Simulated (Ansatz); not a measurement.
# NaSbSe3 (model cell, started as cubic perovskite with Sb in the octahedra): following an unstable mode, part 2 of 3

Wanted: the energy along a soft mode of NaSbSe3 (model cell, started as cubic perovskite with Sb in the octahedra) and the structure at the end.

Ansatz 0.2.0; DFT r2SCAN, scalar-relativistic, plane waves, PAW; PAW set soft_1.

So far. Step 4 (The mode frozen in, largest atomic shift 0.6 Å): The run ends at a pressure of 0.41 GPa, with forces up to 0.33 eV/Å. Step 5 (Energy along the mode, all amplitudes (two of the runs …): The lowest of the steps tried is the last one, at 0.6 Å, 49.3 meV/atom below the parent; the bottom of the well need not coincide with a step.

The structure was built from a prototype and need not be the compound's stable phase.

## 6. Relaxation from the frozen mode

Starting from the lowest point found, all atoms and the cell are let go, so that strain and other modes of the same symmetry can join in.

File input.yaml:

```yaml
crystal:
  lattice:
    - [5.3266782176, 0.0, 0.0]
    - [0.0, 5.3266782176, 0.0]
    - [0.0, 0.0, 5.3266782176]
  atoms:
    - { symbol: Na, position: [0.0, -0.0796489015, -0.0796489015] }
    - { symbol: Sb, position: [0.5, 0.4667083964, 0.4667083964] }
    - { symbol: Se, position: [0.5, 0.5402489894, -0.0059808077] }
    - { symbol: Se, position: [0.5, -0.0059808077, 0.5402489894] }
    - { symbol: Se, position: [0.0, 0.5402489894, 0.5402489894] }
kpoints:
  mp_grid: { grid: [8, 8, 8] }
hamiltonian:
  xc: r2scan
  pseudopotentials: { kind: paw, azcp: { folder: soft_1 } }
scf:
  occupations: { method: methfessel_paxton, width: 0.2 }
output:
  forces: true
  stress: true
  eigenvalues: true
  write_density: true
  write_potential: true
  elf: true
  volumetric_format: npy
relax:
  adjacent_minimum: "off"
  f_tol: 0.002
  max_steps: 120
  cell: { stress_tol: 0.03 }
```

Launch:

```bash
$ ansatz run input.yaml --threads 8 --pin off --max-ram 16384MiB --backend cpu --events-out ev --progress --plain --runs-dir out
```

Numbers of over 12 decimals in the logs are rounded to 6 here.

The program printed:

```text
[...]
Crystal: 5 atoms, lattice volume = 151.137 Å³
Basis set: ecut = 500 eV, 3887 PW (Γ), exchange–correlation on 160×160×160 points (64 copies of the dense FFT grid, shifted against one another)
Bands: 44, of which v1, the nominal top of the filled ones, is band 36 counted from 1 (35 counted from 0)
Symmetry: 4 space group operations
[...]
k-points: 105 of 512 (time reversal used)
[...]
SCF iter   1: F=—  HF=-24424.122334 eV  |F-HF|=—  |Δ(HF+E_count)|=         —  Δρ=4.27e-2  dr2=2.70e0  dr2_τ=9.30e-3  ethr=3.10e-3  ⟨swp⟩=7.3  Hψ=18545  notcnv=0
[...]
SCF iter   8: F=-24423.186723 eV  HF=-24423.186723 eV  |F-HF|=6.32e-8  |Δ(HF+E_count)|=   9.67e-8  S|Δr|=    0.00e0  Δρ=4.42e-6  dr2=7.98e-8  dr2_τ=4.38e-10  ethr=1.39e-10  ⟨swp⟩=17.5  Hψ=36020  notcnv=0
SCF 1 converged in 8 iterations: F = -24423.186723 eV  dr2 = 7.98e-8
[...]
relax step   1: F+E_penalty+E_count = -24423.18672320 eV  Δ(F+E_penalty+E_count) = +0.000e0 eV  max|allowed force component| = 2.651e-1 eV/Å  Δτ_max = 0.0000 Å  P = +0.410 GPa  Ω = 151.137 Å³  (8 SCF iters, dr2 threshold 1.00e-7 eV, accepted)
Crystal: 5 atoms, lattice volume = 151.743 Å³
Basis set: ecut = 500 eV, 3865 PW (Γ), exchange–correlation on 160×160×160 points (64 copies of the dense FFT grid, shifted against one another)
[...]
SCF iter   7: F=-24423.308846 eV  HF=-24423.308847 eV  |F-HF|=4.10e-7  |Δ(HF+E_count)|=   1.11e-6  S|Δr|=    0.00e0  Δρ=1.04e-5  dr2=2.37e-7  dr2_τ=7.31e-9  ethr=6.94e-10  ⟨swp⟩=10.6  Hψ=39289  notcnv=0
SCF 2 converged in 7 iterations: F = -24423.308846 eV  dr2 = 2.37e-7
relax step   2: F+E_penalty+E_count = -24423.30884639 eV  Δ(F+E_penalty+E_count) = -1.221e-1 eV  max|allowed force component| = 3.537e-1 eV/Å  Δτ_max = 0.1423 Å  P = -0.350 GPa  Ω = 151.743 Å³  energy of the carried Pulay correction = -4.124e-5 eV  (7 SCF iters, dr2 threshold 5.00e-7 eV, accepted)
Crystal: 5 atoms, lattice volume = 151.182 Å³
Basis set: ecut = 500 eV, 3829 PW (Γ), exchange–correlation on 160×160×160 points (64 copies of the dense FFT grid, shifted against one another)
[...]
SCF iter   8: F=-24423.399644 eV  HF=-24423.399644 eV  |F-HF|=4.30e-8  |Δ(HF+E_count)|=   1.08e-7  S|Δr|=    0.00e0  Δρ=5.32e-6  dr2=6.65e-8  dr2_τ=1.20e-9  ethr=6.94e-10  ⟨swp⟩=11.4  Hψ=42650  notcnv=0
SCF 3 converged in 8 iterations: F = -24423.399644 eV  dr2 = 6.65e-8
  Residual-converged pass: ⟨swp⟩=1.0  Hψ=5040  notcnv=0  max |occ|·‖R‖ = 7.1e-9 eV (tolerance 1.0e-8 eV)  dr2=6.65e-8  dr2_τ=1.20e-9  dr2_onsite=2.13e-8  max |Δocc| = 4.7e-11
relax step   3: F+E_penalty+E_count = -24423.39964433 eV  Δ(F+E_penalty+E_count) = -9.080e-2 eV  max|allowed force component| = 3.714e-1 eV/Å  Δτ_max = 0.1083 Å  P = +0.105 GPa  Ω = 151.182 Å³  energy of the carried Pulay correction = -3.104e-6 eV  (8 SCF iters, dr2 threshold 5.00e-7 eV, accepted)
[... from here on, the SCF cycles and remarks between the steps are left out ...]
relax step   4: F+E_penalty+E_count = -24423.54878170 eV  Δ(F+E_penalty+E_count) = -1.491e-1 eV  max|allowed force component| = 2.113e-1 eV/Å  Δτ_max = 0.1061 Å  P = +0.682 GPa  Ω = 152.174 Å³  energy of the carried Pulay correction = -7.045e-5 eV  (8 SCF iters, dr2 threshold 5.00e-7 eV, accepted)
relax step   5: F+E_penalty+E_count = -24423.70498649 eV  Δ(F+E_penalty+E_count) = -1.562e-1 eV  max|allowed force component| = 1.351e-1 eV/Å  Δτ_max = 0.0678 Å  P = +0.606 GPa  Ω = 155.077 Å³  energy of the carried Pulay correction = -2.652e-4 eV  (8 SCF iters, dr2 threshold 5.00e-7 eV, accepted)
relax step   6: F+E_penalty+E_count = -24423.84270279 eV  Δ(F+E_penalty+E_count) = -1.377e-1 eV  max|allowed force component| = 2.026e-1 eV/Å  Δτ_max = 0.0897 Å  P = +0.632 GPa  Ω = 157.707 Å³  energy of the carried Pulay correction = -4.383e-4 eV  (8 SCF iters, dr2 threshold 5.00e-7 eV, accepted)
relax step   7: F+E_penalty+E_count = -24423.92235496 eV  Δ(F+E_penalty+E_count) = -7.965e-2 eV  max|allowed force component| = 6.464e-1 eV/Å  Δτ_max = 0.1042 Å  P = +0.014 GPa  Ω = 158.193 Å³  energy of the carried Pulay correction = -4.700e-4 eV  (7 SCF iters, dr2 threshold 5.00e-7 eV, accepted)
relax step   8: F+E_penalty+E_count = -24424.06370526 eV  Δ(F+E_penalty+E_count) = -1.414e-1 eV  max|allowed force component| = 2.122e-1 eV/Å  Δτ_max = 0.0764 Å  P = +0.652 GPa  Ω = 159.274 Å³  energy of the carried Pulay correction = -5.402e-4 eV  (7 SCF iters, dr2 threshold 5.00e-7 eV, accepted)
relax step   9: F+E_penalty+E_count = -24424.08438590 eV  Δ(F+E_penalty+E_count) = -2.068e-2 eV  max|allowed force component| = 1.021e-1 eV/Å  Δτ_max = 0.0356 Å  P = +0.067 GPa  Ω = 162.310 Å³  energy of the carried Pulay correction = -7.345e-4 eV  (8 SCF iters, dr2 threshold 5.00e-7 eV, accepted)
relax step  10: F+E_penalty+E_count = -24424.06584901 eV  Δ(F+E_penalty+E_count) = +1.854e-2 eV  max|allowed force component| = 5.138e-1 eV/Å  Δτ_max = 0.0666 Å  P = -0.211 GPa  Ω = 166.657 Å³  energy of the carried Pulay correction = -1.006e-3 eV  (7 SCF iters, dr2 threshold 5.00e-7 eV, rejected (line search))
relax step  11: F+E_penalty+E_count = -24424.09341232 eV  Δ(F+E_penalty+E_count) = -9.026e-3 eV  max|allowed force component| = 4.815e-2 eV/Å  Δτ_max = 0.0291 Å  P = -0.094 GPa  Ω = 163.886 Å³  energy of the carried Pulay correction = -8.340e-4 eV  (11 SCF iters, accepted)
relax step  12: F+E_penalty+E_count = -24424.09517136 eV  Δ(F+E_penalty+E_count) = -1.759e-3 eV  max|allowed force component| = 3.338e-2 eV/Å  Δτ_max = 0.0159 Å  P = +0.061 GPa  Ω = 163.415 Å³  energy of the carried Pulay correction = -8.043e-4 eV  (7 SCF iters, dr2 threshold 1.51e-7 eV, accepted)
relax step  13: F+E_penalty+E_count = -24424.09571443 eV  Δ(F+E_penalty+E_count) = -5.431e-4 eV  max|allowed force component| = 1.064e-2 eV/Å  Δτ_max = 0.0170 Å  P = -0.033 GPa  Ω = 163.718 Å³  energy of the carried Pulay correction = -8.234e-4 eV  (8 SCF iters, dr2 threshold 6.97e-8 eV, accepted)
relax step  14: F+E_penalty+E_count = -24424.09590379 eV  Δ(F+E_penalty+E_count) = -1.894e-4 eV  max|allowed force component| = 2.591e-3 eV/Å  Δτ_max = 0.0058 Å  P = -0.006 GPa  Ω = 163.302 Å³  energy of the carried Pulay correction = -7.972e-4 eV  (7 SCF iters, dr2 threshold 1.59e-8 eV, accepted)
relax step  15: F+E_penalty+E_count = -24424.09592532 eV  Δ(F+E_penalty+E_count) = -2.153e-5 eV  max|allowed force component| = 1.182e-3 eV/Å  Δτ_max = 0.0024 Å  P = +0.001 GPa  Ω = 163.212 Å³  energy of the carried Pulay correction = -7.915e-4 eV  (8 SCF iters, dr2 threshold 4.20e-10 eV, accepted)
relax step  16: F+E_penalty+E_count = -24424.13782843 eV  Δ(F+E_penalty+E_count) = -4.190e-2 eV  max|allowed force component| = 3.020e-3 eV/Å  Δτ_max = 0.0000 Å  P = +0.343 GPa  Ω = 163.212 Å³  stress off target by 9.61e-1 GPa  SCF on the basis re-selected at this cell (its energy is not comparable with the rows above)  (11 SCF iters)
relax step  17: F+E_penalty+E_count = -24424.15241246 eV  Δ(F+E_penalty+E_count) = -1.458e-2 eV  max|allowed force component| = 2.334e-2 eV/Å  Δτ_max = 0.0269 Å  P = +0.265 GPa  Ω = 164.984 Å³  energy of the carried Pulay correction = -1.144e-4 eV  (7 SCF iters, dr2 threshold 5.00e-7 eV, accepted)
relax step  18: F+E_penalty+E_count = -24424.16636986 eV  Δ(F+E_penalty+E_count) = -1.396e-2 eV  max|allowed force component| = 8.583e-2 eV/Å  Δτ_max = 0.0174 Å  P = -0.071 GPa  Ω = 168.003 Å³  energy of the carried Pulay correction = -3.187e-4 eV  (7 SCF iters, dr2 threshold 5.00e-7 eV, accepted)
relax step  19: F+E_penalty+E_count = -24424.17285123 eV  Δ(F+E_penalty+E_count) = -6.481e-3 eV  max|allowed force component| = 3.626e-2 eV/Å  Δτ_max = 0.0368 Å  P = +0.086 GPa  Ω = 170.800 Å³  energy of the carried Pulay correction = -5.239e-4 eV  (7 SCF iters, dr2 threshold 4.60e-7 eV, accepted)
relax step  20: F+E_penalty+E_count = -24424.17325958 eV  Δ(F+E_penalty+E_count) = -4.083e-4 eV  max|allowed force component| = 8.537e-3 eV/Å  Δτ_max = 0.0065 Å  P = +0.015 GPa  Ω = 172.044 Å³  energy of the carried Pulay correction = -6.199e-4 eV  (7 SCF iters, dr2 threshold 8.22e-8 eV, accepted)
relax step  21: F+E_penalty+E_count = -24424.17326499 eV  Δ(F+E_penalty+E_count) = -5.414e-6 eV  max|allowed force component| = 8.505e-3 eV/Å  Δτ_max = 0.0035 Å  P = +0.001 GPa  Ω = 172.278 Å³  energy of the carried Pulay correction = -6.379e-4 eV  (7 SCF iters, dr2 threshold 4.55e-9 eV, accepted)
relax step  22: F+E_penalty+E_count = -24424.17327812 eV  Δ(F+E_penalty+E_count) = -1.313e-5 eV  max|allowed force component| = 1.481e-3 eV/Å  Δτ_max = 0.0019 Å  P = -0.002 GPa  Ω = 172.272 Å³  energy of the carried Pulay correction = -6.375e-4 eV  (6 SCF iters, dr2 threshold 4.52e-9 eV, accepted)
Basis set: ecut = 500 eV, 4361 PW (Γ), exchange–correlation on 120×200×200 points (64 copies of the dense FFT grid, shifted against one another)
[...]
SCF iter  10: F=-24424.174177 eV  HF=-24424.174177 eV  |F-HF|=2.55e-11  |Δ(HF+E_count)|=  5.82e-11  S|Δr|=    0.00e0  Δρ=5.00e-8  dr2=9.47e-13  dr2_τ=2.28e-12  ethr=1.00e-12  ⟨swp⟩=6.7  Hψ=20053  notcnv=0
SCF 23 converged in 10 iterations: F = -24424.174177 eV  dr2 = 9.47e-13
relax step  23: F+E_penalty+E_count = -24424.17417739 eV  Δ(F+E_penalty+E_count) = -8.993e-4 eV  max|allowed force component| = 1.530e-3 eV/Å  Δτ_max = 0.0000 Å  P = -0.002 GPa  Ω = 172.272 Å³  stress off target by 9.50e-3 GPa  SCF on the basis re-selected at this cell (its energy is not comparable with the rows above)  (10 SCF iters)
[...]
SCF converged after 10 iterations
[...]
Free energy (F): -24424.174177 eV
[...]
Internal energy: -24424.176671 eV  (E = F + TS)
E sigma→0 (E₀):  -24424.174801 eV
Entropy (-TS):   0.002494 eV (0.499 meV/atom)
Fermi energy:    3.576219 eV
Step filling:    the computed levels leave a gap of 0.0014 eV = 0.0 smearing widths at the electron count; against every level under it full and every level over it empty, smearing changes F+E_penalty+E_count by +0.055 meV and its σ→0 estimate by -0.568 meV
[...]
--- Forces (eV/Å), atoms counted from 1 ---
  atom   1  Na     0.00000000     0.00016440     0.00016440
  atom   2  Sb     0.00000000    -0.00153252    -0.00153252
  atom   3  Se    -0.00000000     0.00044056     0.00008371
  atom   4  Se     0.00000000     0.00008371     0.00044056
  atom   5  Se    -0.00000000     0.00082972     0.00082972
  max |Σ_I F_I| component: 1.41e-5 eV/Å
--- Stress (GPa, compression-positive) ---
       -0.009498       0.000000      -0.000000
        0.000000       0.002448       0.003413
       -0.000000       0.003413       0.002448
  P = ⅓ Tr σ = -0.0015 GPa (-0.015 kbar)
--- Band table (eV; the first three rows and the last of 105) ---
  k-point 0: bands = [... 32 lower, 2.5926, 3.2495, 3.2808, 3.2991, 3.5293, 5.8781, 6.6382, 6.6838, ... 4 higher]
  k-point 1: bands = [... 32 lower, 2.5045, 3.1847, 3.2658, 3.4978, 3.5273, 6.0563, 6.7142, 6.8110, ... 4 higher]
  k-point 2: bands = [... 32 lower, 2.3251, 3.0662, 3.2144, 3.4425, 3.8498, 6.4799, 6.8954, 7.1619, ... 4 higher]
  k-point 104: bands = [... 32 lower, 2.3631, 2.3757, 2.8828, 3.1864, 3.7888, 5.6185, 7.0558, 8.1803, ... 4 higher]
--- Relaxed structure (21 steps of the walk, 20 accepted, 2 SCFs on fresh bases) ---
  F+E_penalty+E_count = -24424.17417739 eV   max|allowed force component| = 1.530e-3 eV/Å   (the final SCF, on the basis selected at the relaxed cell)
  cell:  # Å, volume = 172.2718 Å³
    - [4.017333, 0, 0]
    - [0, 6.652393, 1.171407]
    - [0, 1.171407, 6.652393]
  atoms:
    - { symbol: Na, position: [0, -0.097364, -0.097364] }
    - { symbol: Sb, position: [0.5, 0.409698, 0.409698] }
    - { symbol: Se, position: [0.5, 0.557988, 0.028389] }
    - { symbol: Se, position: [0.5, 0.028389, 0.557988] }
    - { symbol: Se, position: [0, 0.562865, 0.562865] }
```

Elapsed: 8.4 min, on 8 threads of Arm Neoverse V2, shared host; peak memory 1.5 GiB.

Relaxation path (22 of 23):

```csv
step,energy less that of the first step (eV),largest force component (eV/Å),pressure (GPa),volume (Å³)
1,0.0000,0.2651,0.41,151.14
2,-0.1221,0.3537,-0.35,151.74
3,-0.2129,0.3714,0.11,151.18
4,-0.3621,0.2113,0.68,152.17
5,-0.5183,0.1351,0.61,155.08
6,-0.6560,0.2026,0.63,157.71
7,-0.7356,0.6464,0.01,158.19
8,-0.8770,0.2122,0.65,159.27
9,-0.8977,0.1021,0.07,162.31
10,-0.8791,0.5138,-0.21,166.66
11,-0.9067,0.0481,-0.09,163.89
13,-0.9090,0.0106,-0.03,163.72
14,-0.9092,0.0026,-0.01,163.30
15,-0.9092,0.0012,0.00,163.21
16*,-0.9511,0.0030,0.34,163.21
17,-0.9657,0.0233,0.27,164.98
18,-0.9796,0.0858,-0.07,168.00
19,-0.9861,0.0363,0.09,170.80
20,-0.9865,0.0085,0.01,172.04
21,-0.9865,0.0085,0.00,172.28
22,-0.9866,0.0015,0.00,172.27
23*,-0.9875,0.0015,0.00,172.27
```

Relaxation steps marked * repeat the geometry before them on a plane-wave basis chosen anew for their cell, so energy and pressure can jump there. Other such steps can lie between the rows shown. Relaxation step 10 was tried and not accepted.

The run keeps the 4 symmetry operations that it works with, so distortions that break them were not tested.

```csv
cell as run,before,after,change
a (Å),5.327,4.017,-24.6 %
b (Å),5.327,6.755,+26.8 %
c (Å),5.327,6.755,+26.8 %
α (°),90.00,70.03,-22.2 %
volume (Å³/atom),30.23,34.45,+14.0 %
```

The atoms that moved most (Å, as changes of fractional coordinates times the final cell):

```csv
atom,dx,dy,dz,length
Sb2,0.000,-0.446,-0.446,0.631
Se3,0.000,0.158,0.249,0.295
Se4,0.000,0.249,0.158,0.295
Se5,0.000,0.177,0.177,0.250
Na1,0.000,-0.139,-0.139,0.196
```

Numbers from this step:

* pressure: -0.001534 GPa
* volume per atom: 34.45 Å³

Valence density in the bc plane at fractional x = 0.500, with atoms of Sb and Se within 0.2 Å of it. It is the smooth field of the valence electrons, not physical close to the nuclei.

Ten steps, logarithmic in the rise over the least value, from '0' (0 e/Å³) to '9' (34 e/Å³), each cell a mean:
```
0000000013564210000
0000000001222110000
0000000000111100000
0000000000000000000
1000000000000000011
2210000000000000112
5421000000000000124
9842111110000000126
9952222321000000125
5642225653100000013
2222236775210000001
1111125776310000000
0000012565210000000
0000001232210000000
0000000122210000000
0000000122221000000
0000000124542100000
0000000126984200000
0000000125995210000
```
Columns run along b (6.8 Å), rows up along c (6.8 Å). Atoms in or near the plane, at fractional coordinates: Sb at (0.41, 0.41), Se at (0.56, 0.03), Se at (0.03, 0.56).

ELF in the bc plane at fractional x = 0.500, with atoms of Sb and Se within 0.2 Å of it. It is the smooth field of the valence electrons, not physical close to the nuclei.

Ten even steps from '0' (0.00) to '9' (0.86), each cell a mean:
```
0000027999657997300
1100003689888885100
4420000146777642113
8752000001343310257
9974100000000001489
9986311000000003689
7887533211000003787
2367654432100004785
2157743333310003786
7567742113321001699
9987641001331000489
9987642001342000169
8875433212343100037
5542123444453100002
1110014667765310000
0000025777777642000
0000147886568875200
0000158995138997410
0000158997227998410
```
Columns run along b (6.8 Å), rows up along c (6.8 Å). Atoms in or near the plane, at fractional coordinates: Sb at (0.41, 0.41), Se at (0.56, 0.03), Se at (0.03, 0.56).

Electrostatic potential energy in the bc plane at fractional x = 0.500, with atoms of Sb and Se within 0.2 Å of it. With pseudopotentials it is smooth inside the atoms' cores, unlike the true potential.

Ten even steps from '0' (-36 eV) to '9' (9 eV), each cell a mean:
```
9999999985675589999
9999999998655799999
9999999999888899999
9999999999999999999
9999999999999999998
6799999999999999875
6568988899999999855
9857876678999999857
9965752236899999866
6755620002689999985
6557720000379999998
9888840000268999999
9999973000268999999
9999987422578999999
9999999876789999999
9999999875578999999
9999999855656999999
9999999857985799999
9999999966996699999
```
Columns run along b (6.8 Å; values clipped at the 3rd and 97th percentile), rows up along c (6.8 Å). Atoms in or near the plane, at fractional coordinates: Sb at (0.41, 0.41), Se at (0.56, 0.03), Se at (0.03, 0.56).

The distorted start has space group Amm2; the relaxation ends in Amm2.

## 7. The new phase in its own primitive cell

The relaxed structure is symmetrised, reduced to its primitive cell and relaxed tightly, as its phonons need.

File input.yaml:

```yaml
crystal:
  lattice:
    - [4.0173328535, 0.0, 0.0]
    - [0.0, 3.8756421776, 5.5322619244]
    - [0.0, -3.8756421776, 5.5322619244]
  atoms:
    - { symbol: Na, position: [0.0, 0.9026361834, 0.9026361834] }
    - { symbol: Sb, position: [0.5, 0.4096982362, 0.4096982362] }
    - { symbol: Se, position: [0.5, 0.5579880972, 0.0283894715] }
    - { symbol: Se, position: [0.5, 0.0283894715, 0.5579880972] }
    - { symbol: Se, position: [0.0, 0.5628646777, 0.5628646777] }
kpoints:
  mp_grid: { grid: [10, 6, 6] }
hamiltonian:
  xc: r2scan
  pseudopotentials: { kind: paw, azcp: { folder: soft_1 } }
scf:
  occupations: { method: methfessel_paxton, width: 0.2 }
output:
  forces: true
  stress: true
  eigenvalues: true
relax:
  adjacent_minimum: "off"
  f_tol: 0.001
  max_steps: 60
  cell: { stress_tol: 0.01 }
```

The program printed:

```text
[...]
Crystal: 5 atoms, lattice volume = 172.272 Å³
Basis set: ecut = 500 eV, 4361 PW (Γ), exchange–correlation on 120×200×200 points (64 copies of the dense FFT grid, shifted against one another)
Bands: 44, of which v1, the nominal top of the filled ones, is band 36 counted from 1 (35 counted from 0)
Symmetry: 4 space group operations
[...]
cell:  # Å, volume = 172.2502 Å³
    - [4.015515, 0.0, 0.0]
    - [0.0, 3.876212, 5.533260]
    - [0.0, -3.876212, 5.533260]
  atoms:
    - { symbol: Na, position: [0, 0.902697, 0.902697] }
    - { symbol: Sb, position: [0.5, 0.409550, 0.409550] }
    - { symbol: Se, position: [0.5, 0.558029, 0.028449] }
    - { symbol: Se, position: [0.5, 0.028449, 0.558029] }
    - { symbol: Se, position: [0, 0.562852, 0.562852] }
[key lines of the parts left out:]
SCF converged after 7 iterations
Free energy (F): -24424.173686 eV
Fermi energy:    3.578071 eV
P = ⅓ Tr σ = -0.0007 GPa (-0.007 kbar)
```

Elapsed: 48 s, on 8 threads; peak memory 1.3 GiB; 6.2 min of CPU time.

Little changed from the start: no atom moved by 0.005 Å and no cell edge by 0.1 %.

Numbers from this step:

* pressure: -7.50e-4 GPa

The largest force component left is 0.66 meV/Å and the pressure is -0.001 GPa, within the tolerances set. The cell now holds 34.45 Å³/atom.

[end of part 2 of 3]

[Logs are printed without paths, hosts, clocks, repeated set-up lines and the standing remarks that a program may print on its own settings, such as how far it seeks lower states.]

[Hosts, paths, dates, database ids (printed as entryN), source tags and the programs' standing remarks are cut or masked in the printed files.]
